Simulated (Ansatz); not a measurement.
# Na on Ru(0001): change of the work function, part 2 of 3

How does Na on the fcc site change the work function of Ru(0001) as the layer fills?

Ansatz 0.2.0; plane-wave DFT, PBE, Ansatz PAW.

So far, work function, upper face (eV): step 2 (the clean slab) 5.05.

### Step 3. Adsorbate added, k-mesh 4×4×1, coverage 0.111 ML

System of this step: Na/Ru(0001). The cell holds 37 atoms: 36 Ru and 1 Na. Cell: a = 8.100 Å, b = 8.100 Å, c = 27.192 Å, α = 90.0°, β = 90.0°, γ = 60.0°. Vacuum lies along c.

The clean slab as it ended is repeated in the plane and the adsorbate is set on one face; the cell's size fixes the coverage, and the k-mesh shrinks with it to keep the sampling density about even. Adsorbate and upper layers relax, since the dipole depends on the height.

input.yaml reads:

```yaml
crystal:
  lattice:
    - [8.1, 0.0, 0.0]
    - [4.05, 7.0148057706, 0.0]
    - [0.0, 0.0, 27.1915074177]
  atoms:
    - { symbol: Ru, position: [0.2222222222, 0.2222222222, 0.3309856957] }
    - { symbol: Ru, position: [0.0, 0.0, 0.4096278971] }
    - { symbol: Ru, position: [0.2222222222, 0.2222222222, 0.4889831427] }
    - { symbol: Ru, position: [0.0, 0.0, 0.5656658536] }
    - { symbol: Ru, position: [0.2222222222, 0.5555555556, 0.3309856957] }
    - { symbol: Ru, position: [0.0, 0.3333333333, 0.4096278971] }
    - { symbol: Ru, position: [0.2222222222, 0.5555555556, 0.4889831427] }
    - { symbol: Ru, position: [0.0, 0.3333333333, 0.5656658536] }
    - { symbol: Ru, position: [0.2222222222, 0.8888888889, 0.3309856957] }
    - { symbol: Ru, position: [0.0, 0.6666666667, 0.4096278971] }
    - { symbol: Ru, position: [0.2222222222, 0.8888888889, 0.4889831427] }
    - { symbol: Ru, position: [0.0, 0.6666666667, 0.5656658536] }
    - { symbol: Ru, position: [0.5555555556, 0.2222222222, 0.3309856957] }
    - { symbol: Ru, position: [0.3333333333, 0.0, 0.4096278971] }
    - { symbol: Ru, position: [0.5555555556, 0.2222222222, 0.4889831427] }
    - { symbol: Ru, position: [0.3333333333, 0.0, 0.5656658536] }
    - { symbol: Ru, position: [0.5555555556, 0.5555555556, 0.3309856957] }
    - { symbol: Ru, position: [0.3333333333, 0.3333333333, 0.4096278971] }
    - { symbol: Ru, position: [0.5555555556, 0.5555555556, 0.4889831427] }
    - { symbol: Ru, position: [0.3333333333, 0.3333333333, 0.5656658536] }
    - { symbol: Ru, position: [0.5555555556, 0.8888888889, 0.3309856957] }
    - { symbol: Ru, position: [0.3333333333, 0.6666666667, 0.4096278971] }
    - { symbol: Ru, position: [0.5555555556, 0.8888888889, 0.4889831427] }
    - { symbol: Ru, position: [0.3333333333, 0.6666666667, 0.5656658536] }
    - { symbol: Ru, position: [0.8888888889, 0.2222222222, 0.3309856957] }
    - { symbol: Ru, position: [0.6666666667, 0.0, 0.4096278971] }
    - { symbol: Ru, position: [0.8888888889, 0.2222222222, 0.4889831427] }
    - { symbol: Ru, position: [0.6666666667, 0.0, 0.5656658536] }
    - { symbol: Ru, position: [0.8888888889, 0.5555555556, 0.3309856957] }
    - { symbol: Ru, position: [0.6666666667, 0.3333333333, 0.4096278971] }
    - { symbol: Ru, position: [0.8888888889, 0.5555555556, 0.4889831427] }
    - { symbol: Ru, position: [0.6666666667, 0.3333333333, 0.5656658536] }
    - { symbol: Ru, position: [0.8888888889, 0.8888888889, 0.3309856957] }
    - { symbol: Ru, position: [0.6666666667, 0.6666666667, 0.4096278971] }
    - { symbol: Ru, position: [0.8888888889, 0.8888888889, 0.4889831427] }
    - { symbol: Ru, position: [0.6666666667, 0.6666666667, 0.5656658536] }
    - { symbol: Na, position: [0.1111111111, 0.1111111111, 0.6690143043] }
kpoints:
  mp_grid: { grid: [4, 4, 1] }
hamiltonian:
  xc: pbe
scf:
  occupations: { method: fermi_dirac, width: 0.1 }
  convergence: { dr2_threshold: 1.0e-08 }
efield:
  axis: 3
  dipole_correction: true
  ramp_position: 0.97
  ramp_width: 0.06
relax:
  f_tol: 0.02
  max_steps: 60
  constraints:
    - { sites: [0, 1, 4, 5, 8, 9, 12, 13, 16, 17, 20, 21, 24, 25, 28, 29, 32, 33] }
output:
  write_potential: true
  write_density: true
  volumetric_format: npy
```

Launch:

```bash
ansatz run input.yaml --threads 4 --pin off --max-ram 16384MiB --backend cpu --events-out ev --progress --plain --runs-dir out
```

Standard output:

```text
[...]
Crystal: 37 atoms, lattice volume = 1545.019 Å³
Basis set: ecut = 420 eV, 30253 PW (Γ), exchange–correlation on 120×120×384 points (8 copies of the dense FFT grid, shifted against one another)
Bands: 351, of which v1, the nominal top of the filled ones, is band 293 counted from 1 (292 counted from 0)
Symmetry: 6 space group operations
[...]
k-points: 4 of 16 (time reversal used)
[...]
SCF iter   1: F=—  HF=-213102.189207 eV  |F-HF|=—  |Δ(HF+E_count)|=         —  Δρ=8.59e-3  dr2=6.29e0  ethr=1.77e-3  p=0.861 e·Å  D=1.01e-1 V/Å  ΔV_dip=-2.74 eV  dr2_dipole=3.51e-1  V_vac-E_F(+/−)=2.03/4.77 eV  ⟨swp⟩=7.5  Hψ=5626  notcnv=0  defer=1
[...]
SCF iter  10: F=-213102.047864 eV  HF=-213102.047864 eV  |F-HF|=2.61e-8  |Δ(HF+E_count)|=   2.91e-8  Δρ=4.76e-7  dr2=6.05e-9  ethr=1.71e-12  p=0.781 e·Å  D=9.15e-2 V/Å  ΔV_dip=-2.49 eV  dr2_dipole=5.34e-11  V_vac-E_F(+/−)=2.60/5.09 eV  ⟨swp⟩=10.0  Hψ=9906  notcnv=0
SCF 1 converged in 10 iterations: F = -213102.047864 eV  dr2 = 6.05e-9
[...]
relax step   1: F+E_penalty+E_count = -213102.04786403 eV  Δ(F+E_penalty+E_count) = +0.000e0 eV  max|allowed force component| = 4.719e-1 eV/Å  Δτ_max = 0.0000 Å  (10 SCF iters, accepted)
[...]
SCF iter   9: F=-213102.085136 eV  HF=-213102.085136 eV  |F-HF|=5.38e-9  |Δ(HF+E_count)|=   2.08e-8  Δρ=2.20e-7  dr2=1.02e-9  ethr=1.71e-12  p=0.744 e·Å  D=8.71e-2 V/Å  ΔV_dip=-2.37 eV  dr2_dipole=8.05e-11  V_vac-E_F(+/−)=2.72/5.09 eV  ⟨swp⟩=10.0  Hψ=9513  notcnv=0
SCF 2 converged in 9 iterations: F = -213102.085136 eV  dr2 = 1.02e-9
relax step   2: F+E_penalty+E_count = -213102.08513576 eV  Δ(F+E_penalty+E_count) = -3.727e-2 eV  max|allowed force component| = 3.068e-1 eV/Å  Δτ_max = 0.0964 Å  (9 SCF iters, accepted)
SCF iter   1: F=—  HF=-213102.098699 eV  |F-HF|=—  |Δ(HF+E_count)|=         —  Δρ=1.37e-3  dr2=1.58e-1  ethr=9.75e-5  p=0.744 e·Å  D=8.71e-2 V/Å  ΔV_dip=-2.37 eV  dr2_dipole=3.66e-2  V_vac-E_F(+/−)=2.73/5.09 eV  ⟨swp⟩=4.2  Hψ=3023  notcnv=0  defer=5
[...]
SCF iter   9: F=-213102.103341 eV  HF=-213102.103341 eV  |F-HF|=1.78e-8  |Δ(HF+E_count)|=   4.19e-8  Δρ=3.37e-7  dr2=4.43e-9  ethr=1.71e-12  p=0.680 e·Å  D=7.97e-2 V/Å  ΔV_dip=-2.17 eV  dr2_dipole=2.17e-10  V_vac-E_F(+/−)=2.92/5.09 eV  ⟨swp⟩=9.8  Hψ=9532  notcnv=0
SCF 3 converged in 9 iterations: F = -213102.103341 eV  dr2 = 4.43e-9
relax step   3: F+E_penalty+E_count = -213102.10334097 eV  Δ(F+E_penalty+E_count) = -1.821e-2 eV  max|allowed force component| = 9.860e-2 eV/Å  Δτ_max = 0.1479 Å  (9 SCF iters, accepted)
[...]
relax step   4: F+E_penalty+E_count = -213102.10406835 eV  Δ(F+E_penalty+E_count) = -7.274e-4 eV  max|allowed force component| = 6.123e-2 eV/Å  Δτ_max = 0.0217 Å  (7 SCF iters, accepted)
SCF iter   1: F=—  HF=-213102.102274 eV  |F-HF|=—  |Δ(HF+E_count)|=         —  Δρ=2.40e-4  dr2=2.12e-3  ethr=5.60e-6  p=0.690 e·Å  D=8.09e-2 V/Å  ΔV_dip=-2.20 eV  dr2_dipole=3.75e-4  V_vac-E_F(+/−)=2.89/5.09 eV  ⟨swp⟩=2.0  Hψ=2296  notcnv=0  defer=5
[...]
SCF iter   7: F=-213102.105126 eV  HF=-213102.105126 eV  |F-HF|=1.42e-8  |Δ(HF+E_count)|=   4.31e-8  Δρ=3.34e-7  dr2=2.76e-9  ethr=1.71e-12  p=0.694 e·Å  D=8.13e-2 V/Å  ΔV_dip=-2.21 eV  dr2_dipole=1.70e-10  V_vac-E_F(+/−)=2.88/5.09 eV  ⟨swp⟩=9.8  Hψ=9652  notcnv=0
SCF 5 converged in 7 iterations: F = -213102.105126 eV  dr2 = 2.76e-9
relax step   5: F+E_penalty+E_count = -213102.10512560 eV  Δ(F+E_penalty+E_count) = -1.057e-3 eV  max|allowed force component| = 3.388e-3 eV/Å  Δτ_max = 0.0097 Å  (7 SCF iters, accepted)
NSCF: frozen V_eff on 4 k-points
[...]
SCF converged after 7 iterations
Free energy (F): -213102.105126 eV
[...]
Internal energy: -213100.718417 eV  (E = F + TS)
E sigma→0 (E₀):  -213101.411771 eV
Entropy (-TS):   -1.386709 eV (-37.479 meV/atom)
Fermi energy:    4.868637 eV
Dipole field:    D = 0.081273 V/Å  (p = 0.693931 e·Å, saw-weighted, corrected)
Work function:   Φ+ = 2.8804 eV   Φ− = 5.0903 eV
[...]
--- Forces (eV/Å), atoms counted from 1 ---
  atom   1  Ru    -0.00976352    -0.00563697     0.44779534
  atom   2  Ru    -0.00457334    -0.00264042    -0.44094988
  atom   3  Ru    -0.00002605    -0.00001504     0.00043321
  atom   4  Ru    -0.00044639    -0.00025773    -0.00059523
  atom   5  Ru    -0.01005458     0.00580502     0.45028688
  atom   6  Ru    -0.00000000     0.00528084    -0.44094988
  atom   7  Ru    -0.00127947     0.00073871    -0.00134442
  atom   8  Ru     0.00000000     0.00051545    -0.00059523
  atom   9  Ru     0.00000000     0.01127394     0.44779534
  atom  10  Ru     0.03025763    -0.01746925    -0.46541948
  atom  11  Ru     0.00000000     0.00003008     0.00043321
  atom  12  Ru     0.00121969    -0.00070419     0.00003837
  atom  13  Ru     0.00000000    -0.01161003     0.45028688
  atom  14  Ru     0.00457334    -0.00264042    -0.44094988
  atom  15  Ru     0.00000000    -0.00147741    -0.00134442
  atom  16  Ru     0.00044639    -0.00025773    -0.00059523
  atom  17  Ru     0.01005458     0.00580502     0.45028688
  atom  18  Ru     0.02767638     0.01597897    -0.43396063
  atom  19  Ru     0.00127947     0.00073871    -0.00134442
  atom  20  Ru    -0.00110073    -0.00063551     0.00159172
  atom  21  Ru     0.01191388    -0.00687848     0.43842879
  atom  22  Ru    -0.00000000    -0.03195793    -0.43396063
  atom  23  Ru    -0.00145961     0.00084271     0.00338785
  atom  24  Ru     0.00000000     0.00127101     0.00159172
  atom  25  Ru     0.00976352    -0.00563697     0.44779534
  atom  26  Ru    -0.00000000     0.03493850    -0.46541948
  atom  27  Ru     0.00002605    -0.00001504     0.00043321
  atom  28  Ru    -0.00000000     0.00140837     0.00003837
  atom  29  Ru     0.00000000     0.01375696     0.43842879
  atom  30  Ru    -0.02767638     0.01597897    -0.43396063
  atom  31  Ru    -0.00000000    -0.00168541     0.00338785
  atom  32  Ru     0.00110073    -0.00063551     0.00159172
  atom  33  Ru    -0.01191388    -0.00687848     0.43842879
  atom  34  Ru    -0.03025763    -0.01746925    -0.46541948
  atom  35  Ru     0.00145961     0.00084271     0.00338785
  atom  36  Ru    -0.00121969    -0.00070419     0.00003837
  atom  37  Na    -0.00000000    -0.00000000     0.00095505
  max |Σ_I F_I| component: 3.26e-5 eV/Å
--- Band table (eV) ---
  k-point 0: bands = [... 289 lower, 5.1787, 5.1787, 5.1825, 5.1854, 5.1854, 5.1891, 5.1891, 5.1975, ... 54 higher]
  k-point 1: bands = [... 289 lower, 4.8060, 4.8221, 4.8236, 4.8389, 4.9692, 4.9818, 5.0305, 5.0953, ... 54 higher]
  k-point 2: bands = [... 289 lower, 4.5677, 4.5866, 4.6041, 4.8864, 4.8904, 5.0347, 5.0385, 5.0930, ... 54 higher]
  k-point 3: bands = [... 289 lower, 4.5793, 4.6915, 4.7173, 4.7268, 4.8888, 4.9220, 4.9330, 4.9728, ... 54 higher]
--- Relaxed structure (5 steps of the walk, 5 accepted, 0 SCFs on fresh bases) ---
  F+E_penalty+E_count = -213102.10512560 eV   max|allowed force component| = 3.388e-3 eV/Å
  atoms:
    - { symbol: Ru, position: [0.222222, 0.222222, 0.3309856957] }
    - { symbol: Ru, position: [1.111110e-11, 1.111110e-11, 0.4096278971] }
    - { symbol: Ru, position: [0.222378, 0.222378, 0.488724] }
    - { symbol: Ru, position: [-0.000713999, -0.000713999, 0.565426] }
    - { symbol: Ru, position: [0.222222, 0.555556, 0.3309856957] }
    - { symbol: Ru, position: [1.111114e-11, 0.333333, 0.4096278971] }
    - { symbol: Ru, position: [0.222285, 0.555524, 0.488932] }
    - { symbol: Ru, position: [-0.000713999, 0.334761, 0.565426] }
    - { symbol: Ru, position: [0.222222, 0.888889, 0.3309856957] }
    - { symbol: Ru, position: [-2.222217e-11, 0.666667, 0.4096278971] }
    - { symbol: Ru, position: [0.222378, 0.888577, 0.488724] }
    - { symbol: Ru, position: [4.974239e-5, 0.666642, 0.565790] }
    - { symbol: Ru, position: [0.555556, 0.222222, 0.3309856957] }
    - { symbol: Ru, position: [0.333333, 1.111110e-11, 0.4096278971] }
    - { symbol: Ru, position: [0.555524, 0.222285, 0.488932] }
    - { symbol: Ru, position: [0.334761, -0.000713999, 0.565426] }
    - { symbol: Ru, position: [0.555556, 0.555556, 0.3309856957] }
    - { symbol: Ru, position: [0.333333, 0.333333, 0.4096278971] }
    - { symbol: Ru, position: [0.555524, 0.555524, 0.488932] }
    - { symbol: Ru, position: [0.332836, 0.332836, 0.565895] }
    - { symbol: Ru, position: [0.555556, 0.888889, 0.3309856957] }
    - { symbol: Ru, position: [0.333333, 0.666667, 0.4096278971] }
    - { symbol: Ru, position: [0.556131, 0.888601, 0.488701] }
    - { symbol: Ru, position: [0.332836, 0.667662, 0.565895] }
    - { symbol: Ru, position: [0.888889, 0.222222, 0.3309856957] }
    - { symbol: Ru, position: [0.666667, -2.222223e-11, 0.4096278971] }
    - { symbol: Ru, position: [0.888577, 0.222378, 0.488724] }
    - { symbol: Ru, position: [0.666642, 4.974239e-5, 0.565790] }
    - { symbol: Ru, position: [0.888889, 0.555556, 0.3309856957] }
    - { symbol: Ru, position: [0.666667, 0.333333, 0.4096278971] }
    - { symbol: Ru, position: [0.888601, 0.556131, 0.488701] }
    - { symbol: Ru, position: [0.667662, 0.332836, 0.565895] }
    - { symbol: Ru, position: [0.888889, 0.888889, 0.3309856957] }
    - { symbol: Ru, position: [0.666667, 0.666667, 0.4096278971] }
    - { symbol: Ru, position: [0.888601, 0.888601, 0.488701] }
    - { symbol: Ru, position: [0.666642, 0.666642, 0.565790] }
    - { symbol: Na, position: [0.111111, 0.111111, 0.661185] }
```

Elapsed: 11 min, on 4 threads of Arm Neoverse V1, shared host; peak memory 9 GiB; 32 min of CPU time.

Step by step:

```csv
step,energy less that of the first step (eV),largest force component (eV/Å)
1,0.0000,0.4719
2,-0.0373,0.3068
3,-0.0555,0.0986
4,-0.0562,0.0612
5,-0.0573,0.0034
```

Forces are held to the 6 operations that the program found; a distortion that breaks them can't arise in this run.

The atoms that moved most (Å):

```csv
atom,dx,dy,dz,length
Na37,0.000,0.000,-0.213,0.213
Ru4,-0.009,-0.005,-0.007,0.012
Ru16,0.009,-0.005,-0.007,0.012
Ru8,0.000,0.010,-0.007,0.012
Ru20,-0.006,-0.003,0.006,0.009
Ru32,0.006,-0.003,0.006,0.009
Ru24,0.000,0.007,0.006,0.009
Ru23,0.003,-0.002,-0.008,0.009
```

Final coordinates:

```cif
data_structure
_symmetry_space_group_name_H-M 'P 1'
_symmetry_Int_Tables_number 1
_cell_length_a 8.1000
_cell_length_b 8.1000
_cell_length_c 27.1915
_cell_angle_alpha 90.000
_cell_angle_beta 90.000
_cell_angle_gamma 60.000
_cell_volume 1545.02
loop_
_atom_site_label
_atom_site_type_symbol
_atom_site_fract_x
_atom_site_fract_y
_atom_site_fract_z
_atom_site_occupancy
Ru1 Ru 0.22222 0.22222 0.33099 1
Ru2 Ru 0.00000 0.00000 0.40963 1
Ru3 Ru 0.22238 0.22238 0.48872 1
Ru4 Ru 0.99929 0.99929 0.56543 1
Ru5 Ru 0.22222 0.55556 0.33099 1
Ru6 Ru 0.00000 0.33333 0.40963 1
Ru7 Ru 0.22228 0.55552 0.48893 1
Ru8 Ru 0.99929 0.33476 0.56543 1
Ru9 Ru 0.22222 0.88889 0.33099 1
Ru10 Ru 0.00000 0.66667 0.40963 1
Ru11 Ru 0.22238 0.88858 0.48872 1
Ru12 Ru 0.00005 0.66664 0.56579 1
Ru13 Ru 0.55556 0.22222 0.33099 1
Ru14 Ru 0.33333 0.00000 0.40963 1
Ru15 Ru 0.55552 0.22228 0.48893 1
Ru16 Ru 0.33476 0.99929 0.56543 1
Ru17 Ru 0.55556 0.55556 0.33099 1
Ru18 Ru 0.33333 0.33333 0.40963 1
Ru19 Ru 0.55552 0.55552 0.48893 1
Ru20 Ru 0.33284 0.33284 0.56590 1
Ru21 Ru 0.55556 0.88889 0.33099 1
Ru22 Ru 0.33333 0.66667 0.40963 1
Ru23 Ru 0.55613 0.88860 0.48870 1
Ru24 Ru 0.33284 0.66766 0.56590 1
Ru25 Ru 0.88889 0.22222 0.33099 1
Ru26 Ru 0.66667 0.00000 0.40963 1
Ru27 Ru 0.88858 0.22238 0.48872 1
Ru28 Ru 0.66664 0.00005 0.56579 1
Ru29 Ru 0.88889 0.55556 0.33099 1
Ru30 Ru 0.66667 0.33333 0.40963 1
Ru31 Ru 0.88860 0.55613 0.48870 1
Ru32 Ru 0.66766 0.33284 0.56590 1
Ru33 Ru 0.88889 0.88889 0.33099 1
Ru34 Ru 0.66667 0.66667 0.40963 1
Ru35 Ru 0.88860 0.88860 0.48870 1
Ru36 Ru 0.66664 0.66664 0.56579 1
Na37 Na 0.11111 0.11111 0.66119 1
```

Numbers from this step:

- energy at zero smearing: -213101.4118 eV
- work function, upper face: 2.880 eV
- work function, lower face: 5.090 eV
- dipole along the normal: 0.6939 e·Å
- step between the vacuum levels: -2.210 eV

Running mean over 2.138 Å of the planar mean; the ramp of the sawtooth is left out. Table of electron's electrostatic potential energy less the Fermi level by z:

```csv
z (Å),electron's electrostatic potential energy less the Fermi level (eV)
4,5.09
5,5.08
6,5.00
7,3.95
8,-6.25
9,-14.2
10,-14.6
11,-14.8
12,-14.7
13,-14.9
14,-15.3
15,-14.8
16,-11.4
17,0.916
18,2.68
19,2.60
20,2.86
21,2.88
22,2.88
23,2.88
24,2.88
```

The relaxation took 5 steps and lowered the energy by 0.057 eV; the largest force on the free atoms ends at 0.0034 eV/Å.

The covered face has 2.88 eV, -2.17 eV against the clean one; the bare back face has moved by +0.01 eV, a measure of how thin the slab is.

[end of part 2 of 3]

[Long decimals in the printed logs are rounded to 6 places.]

[Logs are printed without paths, hosts, clocks, repeated set-up lines and the standing remarks that a program may print on its own settings, such as how far it seeks lower states.]

[Hosts, paths, dates, database ids (printed as entryN), source tags and the programs' standing remarks are cut or masked in the printed files.]

[Maps of the electrostatic potential energy from Ansatz leave out the sawtooth potential of an applied field or a dipole correction, so their vacuum need not be flat; planar profiles and work functions include it.]
